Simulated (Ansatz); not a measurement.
## λ, α²F and ρ(T) of Tm (P6_3/mmc)

Question: is the lattice of Tm (P6_3/mmc) stable, and if so, what are its coupling constant and resistivity?

Main program and level: Ansatz 0.2.0; DFT PBE, scalar-relativistic, plane waves, norm-conserving pseudopotentials, 4f of the trivalent lanthanide in the core.

**What experiment says.**

“CRC Handbook of Chemistry and Physics, 84th edition, Electrical Resistivity of Pure Metals” (2003, CRC Press, section 12, read from Wikipedia's data page) quotes from earlier work for Tm (bulk crystal): resistivity at 295 K 67.6 μΩ cm.

Most raw output is cut from this account.

**1. The structure**

Symmetry: P6_3/mmc, No. 194, hexagonal system. Conventional cell: a = 3.538 Å, b = 3.538 Å, c = 5.555 Å, α = 90.00°, β = 90.00°, γ = 120.00°. Tm has 12 Tm at 3.45 to 3.54 Å nearest.

**2. Relaxing cell and atoms**

Lattice constant and positions set the bands and the force constants, so the cell is relaxed first.

File input.yaml:

```yaml
crystal:
  lattice:
    - [3.5375, 0.0, 0.0]
    - [-1.76875, 3.0635648659, 0.0]
    - [0.0, 0.0, 5.5546]
  atoms:
    - { symbol: Tm, position: [0.3333333333, 0.6666666667, 0.25] }
    - { symbol: Tm, position: [0.6666666667, 0.3333333333, 0.75] }
kpoints:
  mp_grid: { grid: [9, 9, 6] }
hamiltonian:
  xc: pbe
  pseudopotentials:
    kind: nc
    azcp: { Tm: "pseudopotentials/pbe/nc/lanthanide_3plus/Tm.nc.azcp" }
scf:
  occupations: { method: gaussian, width: 0.1 }
output:
  forces: true
  stress: true
  eigenvalues: true
relax:
  adjacent_minimum: "off"
  f_tol: 0.005
  max_steps: 80
  cell: { stress_tol: 0.05 }
```

Launch:

```console
$ ansatz run input.yaml --threads 4 --pin off --max-ram 10240MiB --backend cpu --events-out ev --progress --plain --runs-dir out
```

Elapsed: 5.2 s, on 4 threads of Arm Neoverse V2, shared host; peak memory 0.36 GiB; 20 s of CPU time.

This run has no spin polarisation, although Tm can carry a moment.

Step by step:

```
step  energy less that of the first step (eV)  largest force component (eV/Å)  pressure (GPa)  volume (Å³)
   1                                   0.0000                          0.0000           -0.17        60.20
   2                                  -0.0019                          0.0000            0.03        59.95
   3                                  -0.0018                          0.0000           -0.02        60.00
  4*                                  -0.0015                          0.0000           -0.03        60.00
   5                                  -0.0016                          0.0000            0.00        59.96
  6*                                  -0.0015                          0.0000            0.00        59.96
```

Relaxation steps marked * repeat the geometry before them on a plane-wave basis chosen anew for their cell, so energy and pressure can jump there.

The run keeps the 24 symmetry operations that it works with, so distortions that break them were not tested.

```
conventional cell, symmetrised  before  after  change
                         a (Å)   3.538  3.548  +0.3 %
                         b (Å)   3.538  3.548  +0.3 %
                         c (Å)   5.555  5.501  -1.0 %
              volume (Å³/atom)   30.10  29.98  -0.4 %
```

The relaxed structure:

```xyz
2
Lattice="3.5475 0.0000 0.0000 -1.7738 3.0722 0.0000 0.0000 0.0000 5.5012" Properties=species:S:1:pos:R:3 pbc="T T T"
Tm    0.0000    2.0482    1.3753
Tm    1.7738    1.0241    4.1259
```

This step gave:

```yaml
pressure: 0.002786 GPa
volume_per_atom: 29.98 Å³
metallic_on_mesh: yes
gap_on_the_k_mesh: 0 eV
```

The largest force is now zero by symmetry and the largest stress component 0.0037 GPa.

**3. Tight relaxation**

No force is left; the cell is relaxed once more with another smearing and tight thresholds.

input.yaml, the sections that differ from step 2:

```yaml
crystal:
  lattice:
    - [3.5475145145, 0.0, 0.0]
    - [-1.7737572573, 3.0722376899, 0.0]
    - [0.0, 0.0, 5.5011629892]
  atoms:
    - { symbol: Tm, position: [0.3333333333, 0.6666666667, 0.25] }
    - { symbol: Tm, position: [0.6666666667, 0.3333333333, 0.75] }
scf:
  occupations: { method: methfessel_paxton, width: 0.2 }
relax:
  adjacent_minimum: "off"
  f_tol: 0.001
  max_steps: 60
  cell: { stress_tol: 0.01 }
# kpoints, hamiltonian, output: as in step 2
```

Run time: 2.9 s. Hardware: 4 threads; peak memory 0.36 GiB.

Little changed from the start: no atom moved by 0.005 Å and no cell edge by 0.1 %.

This step gave:

```yaml
pressure: 0.001988 GPa
volume_per_atom: 29.97 Å³
```

The largest force is now zero by symmetry and the largest stress component 0.0025 GPa, small enough for phonons.

**4. Phonons by linear response: q 2×2×2, k 6×6×4**

Before any scattering is computed, the phonons show whether the structure is a minimum.

input.yaml, the sections that differ from step 3:

```yaml
crystal:
  lattice:
    - [3.547034458, 0.0, 0.0]
    - [-1.773517229, 3.0718219487, 0.0]
    - [0.0, 0.0, 5.5008330469]
  atoms:
    - { symbol: Tm, position: [0.3333333333, 0.6666666667, 0.25] }
    - { symbol: Tm, position: [0.6666666667, 0.3333333333, 0.75] }
kpoints:
  mp_grid: { grid: [6, 6, 4] }
output:
  eigenvalues: true
phonons:
  method: dfpt
  qmesh: [2, 2, 2]
  temperatures: { t_max: 1000, t_step: 50 }
  qpath:
    path:
      - [[0.0, 0.0, 0.0], [0.5, 0.0, 0.0], [0.33333333, 0.33333333, 0.0], [0.0, 0.0, 0.0], [0.0, 0.0, 0.5], [0.5, 0.0, 0.5], [0.33333333, 0.33333333, 0.5], [0.0, 0.0, 0.5]]
      - [[0.5, 0.0, 0.5], [0.5, 0.0, 0.0]]
      - [[0.33333333, 0.33333333, 0.5], [0.33333333, 0.33333333, 0.0]]
    npoints: 10
# hamiltonian, scf: as in step 3
# relax: removed
```

Wall time 13 s (4 threads); peak memory 0.56 GiB.

Numbers from this step:

- zero point energy: 0.03024 eV/cell
- share of imaginary modes in the plain interpolation between solved wavevectors: 0
- highest frequency, solved or plainly interpolated: 123.4 cm⁻¹
- Debye temperature (second moment): 156 K

Solved on the 2×2×2 mesh alone; all other wavevectors are interpolated. The phonon branches at the labelled points (cm⁻¹):

```
    point  branch 1  branch 2  branch 3  branch 4  branch 5  branch 6
        Γ         0         0         0        68        68       123
  halfway        43        45        65        88        92       121
        M        60        71        99       103       106       114
  halfway        72        79        99       102       106       109
        K        86        96        96        98        98       108
  halfway        52        53        70        92        96       119
        Γ         0         0         0        68        68       123
  halfway        29        29        46        64        64       114
        A        51        51        51        51        86        86
  halfway        66        66        68        68        89        89
        L        72        72        78        78       100       100
  halfway        70        70        84        84        99        99
        H        69        69        90        90        98        98
  halfway        68        68        73        73        90        90
        A        51        51        51        51        86        86
jump to L        72        72        78        78       100       100
  halfway        65        67        90        96       102       107
        M        60        71        99       103       106       114
jump to H        69        69        90        90        98        98
  halfway        81        81        86       100       100       102
        K        86        96        96        98        98       108
```

Lowest modes at the softest wavevector of the mesh. Modes at q = (0.000, 0.000, 0.500):

```
mode  frequency (cm⁻¹)
   1              51.3
   2              51.3
   3              51.3
   4              51.3
   5              85.9
   6              85.9
```

Displacements in mode 1 (51.3 cm⁻¹), the largest set to 1, in the home cell:
```
Tm1 1.00 0.00 0.00
Tm2 0.00 0.00 0.00
```

Displacements in mode 5 (85.9 cm⁻¹), the largest set to 1, in the home cell:
```
Tm1 0.00 0.00 1.00
Tm2 0.00 0.00 0.23
```

Among the solved wavevectors the lowest mode, translations apart, is 51.3 cm⁻¹, so these are real on this k mesh.

**5. Coupling and resistivity: q 2×2×2, k 6×6×4, scattering 8×8×8**

The cheapest meshes give a first estimate and the cost of a run.

Edit input.yaml of step 4 so:

```diff
@@ -29 +29,6 @@
     npoints: 10
+  electrical_resistivity:
+    mesh: [8, 8, 8]
+    temperatures: [20.0, 50.0, 80.0, 100.0, 150.0, 200.0, 273.0, 300.0, 400.0, 500.0, 600.0, 800.0]
+  superconductivity: { mesh: [8, 8, 8], eliashberg_equations: false }
+  electron_occupations: "off"
```

It took 54 s on 4 threads; peak memory 0.95 GiB.

This step gave:

```yaml
resistivity_at_300_k: 43.85 μΩ cm, mean of the axes
coupling_constant_lambda: 0.5516
density_of_states_at_the_fermi_level: 1.731 states/eV a spin and cell
log_mean_phonon_energy_omega_log: 9.465 meV
transport_coupling_constant_lambda_tr: 0.6077, 0.6077, 0.6102 (xx, yy, zz)
drude_plasma_energy: 3.727, 3.727, 4.994 eV (xx, yy, zz)
resistivity_times_mean_free_path: 12.97, 12.97, 6.58 × 10⁻¹⁶ Ω m² (xx, yy, zz)
second_moment_phonon_energy_omega: 10.07 meV
coupling_lambda_by_branch: 0.114, 0.107, 0.0922, 0.0789, 0.0904, 0.0698 (branches by rank of frequency)
```

Some points of the scattering mesh along the symmetry lines, up to three branches each (those of largest λ), at most 39 rows; the frequencies are those of the scattering step, which can differ from the solved and plainly interpolated ones; single rows converge slowly. Mode couplings:

| q1 | q2 | q3 | branch | ħω (meV) | λ_q | half width (meV) |
| --- | --- | --- | --- | --- | --- | --- |
| 0.375 | 0 | 0 | 1 | 6.91 | 0.0991 | 0.0258 |
| 0.375 | 0 | 0 | 2 | 7.8 | 0.0874 | 0.0289 |
| 0.375 | 0 | 0 | 5 | 12.79 | 0.138 | 0.123 |
| 0.25 | 0.25 | 0 | 3 | 11.17 | 0.103 | 0.0701 |
| 0.25 | 0.25 | 0 | 4 | 12.79 | 0.132 | 0.117 |
| 0.25 | 0.25 | 0 | 5 | 12.92 | 0.122 | 0.111 |
| 0 | 0 | 0.375 | 3 | 7.31 | 0.0578 | 0.0168 |
| 0 | 0 | 0.375 | 5 | 8.32 | 0.1 | 0.0377 |
| 0 | 0 | 0.375 | 6 | 12.6 | 0.0671 | 0.058 |
| 0.25 | 0 | 0.5 | 3 | 8.49 | 0.0931 | 0.0366 |
| 0.25 | 0 | 0.5 | 4 | 8.49 | 0.0931 | 0.0366 |
| 0.25 | 0 | 0.5 | 5 | 11.02 | 0.0791 | 0.0523 |
| 0.375 | 0.25 | 0.5 | 1 | 8.57 | 0.172 | 0.0688 |
| 0.375 | 0.25 | 0.5 | 2 | 8.57 | 0.172 | 0.0688 |
| 0.375 | 0.25 | 0.5 | 5 | 12.21 | 0.0954 | 0.0773 |
| 0.125 | 0.125 | 0.5 | 1 | 7.86 | 0.0847 | 0.0284 |
| 0.125 | 0.125 | 0.5 | 3 | 8.25 | 0.0853 | 0.0316 |
| 0.125 | 0.125 | 0.5 | 4 | 8.25 | 0.0853 | 0.0316 |
| 0.5 | 0 | 0.375 | 1 | 8.29 | 0.194 | 0.0726 |
| 0.5 | 0 | 0.375 | 3 | 10.03 | 0.121 | 0.0664 |
| 0.5 | 0 | 0.375 | 6 | 12.7 | 0.136 | 0.12 |
| 0.5 | 0 | 0 | 1 | 7.48 | 0.0831 | 0.0253 |
| 0.5 | 0 | 0 | 2 | 8.8 | 0.0737 | 0.031 |
| 0.5 | 0 | 0 | 3 | 12.22 | 0.129 | 0.105 |

By its own test the run is not converged in the mesh. λ = 0.552 and 43.9 μΩ cm at 300 K. The run's own test puts 61 % between its two finest meshes on the component of the resistivity at 300 K that moves most, so it is not converged.

**6. Resistivity: q 3×3×2, k 9×9×4, scattering 12×12×8**

The next rung changes the q mesh, which sets the reach of the force constants and couplings; the k mesh of the density and its response; the scattering mesh, which samples the Fermi surface; the phonon self-energy between the q points, now taken in.

Edit input.yaml of step 5 so:

```diff
@@ -9,3 +9,3 @@
 kpoints:
-  mp_grid: { grid: [6, 6, 4] }
+  mp_grid: { grid: [9, 9, 4] }
 hamiltonian:
@@ -21,3 +21,3 @@
   method: dfpt
-  qmesh: [2, 2, 2]
+  qmesh: [3, 3, 2]
   temperatures: { t_max: 1000, t_step: 50 }
@@ -30,5 +30,4 @@
   electrical_resistivity:
-    mesh: [8, 8, 8]
+    mesh: [12, 12, 8]
     temperatures: [20.0, 50.0, 80.0, 100.0, 150.0, 200.0, 273.0, 300.0, 400.0, 500.0, 600.0, 800.0]
-  superconductivity: { mesh: [8, 8, 8], eliashberg_equations: false }
-  electron_occupations: "off"
+  superconductivity: { mesh: [12, 12, 8] }
```

Elapsed: 3.4 min, on 4 threads; peak memory 2.2 GiB; 13 min of CPU time.

Numbers from this step:

| Quantity | Value |
| --- | --- |
| zero point energy | 0.03052 eV/cell |
| highest frequency, solved or plainly interpolated | 122.3 cm⁻¹ |
| Debye temperature (second moment) | 157 K |
| resistivity at 300 K | 49.42 μΩ cm, mean of the axes |
| coupling constant λ | 0.5906 |
| density of states at the Fermi level | 1.649 states/eV a spin and cell |
| log mean phonon energy ħω_log | 8.798 meV |
| transport coupling constant λ_tr | 0.6572, 0.6572, 0.6722 (xx, yy, zz) |
| Drude plasma energy | 3.581, 3.581, 5.133 eV (xx, yy, zz) |
| resistivity times mean free path | 14.06, 14.06, 6.465 × 10⁻¹⁶ Ω m² (xx, yy, zz) |
| second-moment phonon energy ħω₂ | 9.429 meV |
| coupling λ by branch | 0.144, 0.122, 0.0972, 0.0857, 0.082, 0.0597 (branches by rank of frequency) |

Eliashberg function α²F against phonon energy; read off at these points:

| phonon energy (meV) | α²F | α²F tr |
| --- | --- | --- |
| 1.00 | 8.6e-6 | 0 |
| 1.50 | 2.4e-4 | 1.0e-4 |
| 2.00 | 9.4e-4 | 2.7e-4 |
| 2.50 | 0.00249 | 8.9e-4 |
| 3.00 | 0.00456 | 0.00198 |
| 3.50 | 0.00764 | 0.00393 |
| 4.00 | 0.0119 | 0.00715 |
| 4.50 | 0.0184 | 0.0120 |
| 5.00 | 0.0272 | 0.0194 |
| 5.50 | 0.0430 | 0.0331 |
| 6.00 | 0.0684 | 0.0582 |
| 6.50 | 0.247 | 0.280 |
| 6.70 | 0.540 | 0.674 |
| 7.00 | 0.519 | 0.647 |
| 7.50 | 0.406 | 0.486 |
| 8.00 | 0.332 | 0.399 |
| 8.50 | 0.284 | 0.302 |
| 9.00 | 0.272 | 0.261 |
| 9.50 | 0.343 | 0.366 |
| 10.00 | 0.363 | 0.416 |
| 10.42 | 0.397 | 0.442 |
| 10.50 | 0.376 | 0.416 |
| 11.00 | 0.320 | 0.346 |
| 11.50 | 0.294 | 0.334 |
| 12.00 | 0.386 | 0.452 |
| 12.28 | 0.650 | 0.796 |
| 12.50 | 0.500 | 0.609 |
| 13.00 | 0.291 | 0.359 |
| 13.50 | 0.105 | 0.109 |
| 14.00 | 0.0447 | 0.0416 |
| 14.50 | 0.0239 | 0.0187 |

Some states were left unconverged by the eigensolver. By its own test the run is not converged in the mesh. λ = 0.591 and 49.4 μΩ cm at 300 K, against 0.552 and 43.9 in the run with q 2×2×2, k 6×6×4, scattering 8×8×8 (+7.1 % and +12.7 %). N(E_F) moves by -4.7 % and the coupling-weighted phonon energy by -6.3 %; λ goes as N/ω², which would give +8.6 % if the matrix elements stayed. The run's own test puts 33 % between its two finest meshes on the component of the resistivity at 300 K that moves most, more than that change.

**7. Electron–phonon run: q 3×3×2, k 9×9×6, scattering 18×18×8**

The next rung changes the k mesh of the density and its response; the scattering mesh, which samples the Fermi surface.

Edit input.yaml of step 6 so:

```diff
@@ -9,3 +9,3 @@
 kpoints:
-  mp_grid: { grid: [9, 9, 4] }
+  mp_grid: { grid: [9, 9, 6] }
 hamiltonian:
@@ -30,4 +30,4 @@
   electrical_resistivity:
-    mesh: [12, 12, 8]
+    mesh: [18, 18, 8]
     temperatures: [20.0, 50.0, 80.0, 100.0, 150.0, 200.0, 273.0, 300.0, 400.0, 500.0, 600.0, 800.0]
-  superconductivity: { mesh: [12, 12, 8] }
+  superconductivity: { mesh: [18, 18, 8] }
```

Run time: 4.2 min. Hardware: 4 threads; peak memory 2.2 GiB; 16 min of CPU time.

Numbers from this step:

```
zero point energy                                 : 0.02981 eV/cell
highest frequency, solved or plainly interpolated : 120.7 cm⁻¹
Debye temperature (second moment)                 : 154 K
resistivity at 300 K                              : 50.41 μΩ cm, mean of the axes
coupling constant λ                               : 0.5883
density of states at the Fermi level              : 1.655 states/eV a spin and cell
log mean phonon energy ħω_log                     : 8.776 meV
transport coupling constant λ_tr                  : 0.659, 0.659, 0.6702 (xx, yy, zz)
Drude plasma energy                               : 3.526, 3.526, 5.186 eV (xx, yy, zz)
resistivity times mean free path                  : 14.31, 14.31, 6.312 × 10⁻¹⁶ Ω m² (xx, yy, zz)
second-moment phonon energy ħω₂                   : 9.423 meV
coupling λ by branch                              : 0.146, 0.122, 0.0969, 0.0852, 0.0798, 0.0583 (branches by rank of frequency)
```

Some states were left unconverged by the eigensolver. By its own test the run is not converged in the mesh. λ = 0.588 and 50.4 μΩ cm at 300 K, against 0.591 and 49.4 in the run with q 3×3×2, k 9×9×4, scattering 12×12×8 (-0.4 % and +2.0 %). The run's own test puts 15 % between its two finest meshes on the component of the resistivity at 300 K that moves most, more than that change.

**8. Resistivity: q 3×3×3, k 12×12×6, scattering 18×18×12**

The next rung changes the q mesh, which sets the reach of the force constants and couplings; the k mesh of the density and its response; the scattering mesh, which samples the Fermi surface.

Edit input.yaml of step 7 so:

```diff
@@ -9,3 +9,3 @@
 kpoints:
-  mp_grid: { grid: [9, 9, 6] }
+  mp_grid: { grid: [12, 12, 6] }
 hamiltonian:
@@ -21,3 +21,3 @@
   method: dfpt
-  qmesh: [3, 3, 2]
+  qmesh: [3, 3, 3]
   temperatures: { t_max: 1000, t_step: 50 }
@@ -30,4 +30,4 @@
   electrical_resistivity:
-    mesh: [18, 18, 8]
+    mesh: [18, 18, 12]
     temperatures: [20.0, 50.0, 80.0, 100.0, 150.0, 200.0, 273.0, 300.0, 400.0, 500.0, 600.0, 800.0]
-  superconductivity: { mesh: [18, 18, 8] }
+  superconductivity: { mesh: [18, 18, 12] }
```

Run time: 7.1 min. Hardware: 4 threads; peak memory 3.1 GiB.

This step gave:

```yaml
zero_point_energy: 0.02952 eV/cell
highest_frequency_solved_or_plainly_interpolated: 119.8 cm⁻¹
debye_temperature_second_moment: 152 K
resistivity_at_300_k: 49.64 μΩ cm, mean of the axes
coupling_constant_lambda: 0.5851
density_of_states_at_the_fermi_level: 1.657 states/eV a spin and cell
log_mean_phonon_energy_omega_log: 8.743 meV
transport_coupling_constant_lambda_tr: 0.657, 0.657, 0.6407 (xx, yy, zz)
drude_plasma_energy: 3.52, 3.52, 5.303 eV (xx, yy, zz)
resistivity_times_mean_free_path: 14.44, 14.44, 6.093 × 10⁻¹⁶ Ω m² (xx, yy, zz)
second_moment_phonon_energy_omega: 9.42 meV
coupling_lambda_by_branch: 0.147, 0.121, 0.0951, 0.0867, 0.0802, 0.0546 (branches by rank of frequency)
```

(Continued in part 2 of 2.)

[Logs are printed without paths, hosts, clocks, repeated set-up lines and the standing remarks that a program may print on its own settings, such as how far it seeks lower states.]

[Hosts, paths, dates, database ids (printed as entryN), source tags and the programs' standing remarks are cut or masked in the printed files.]
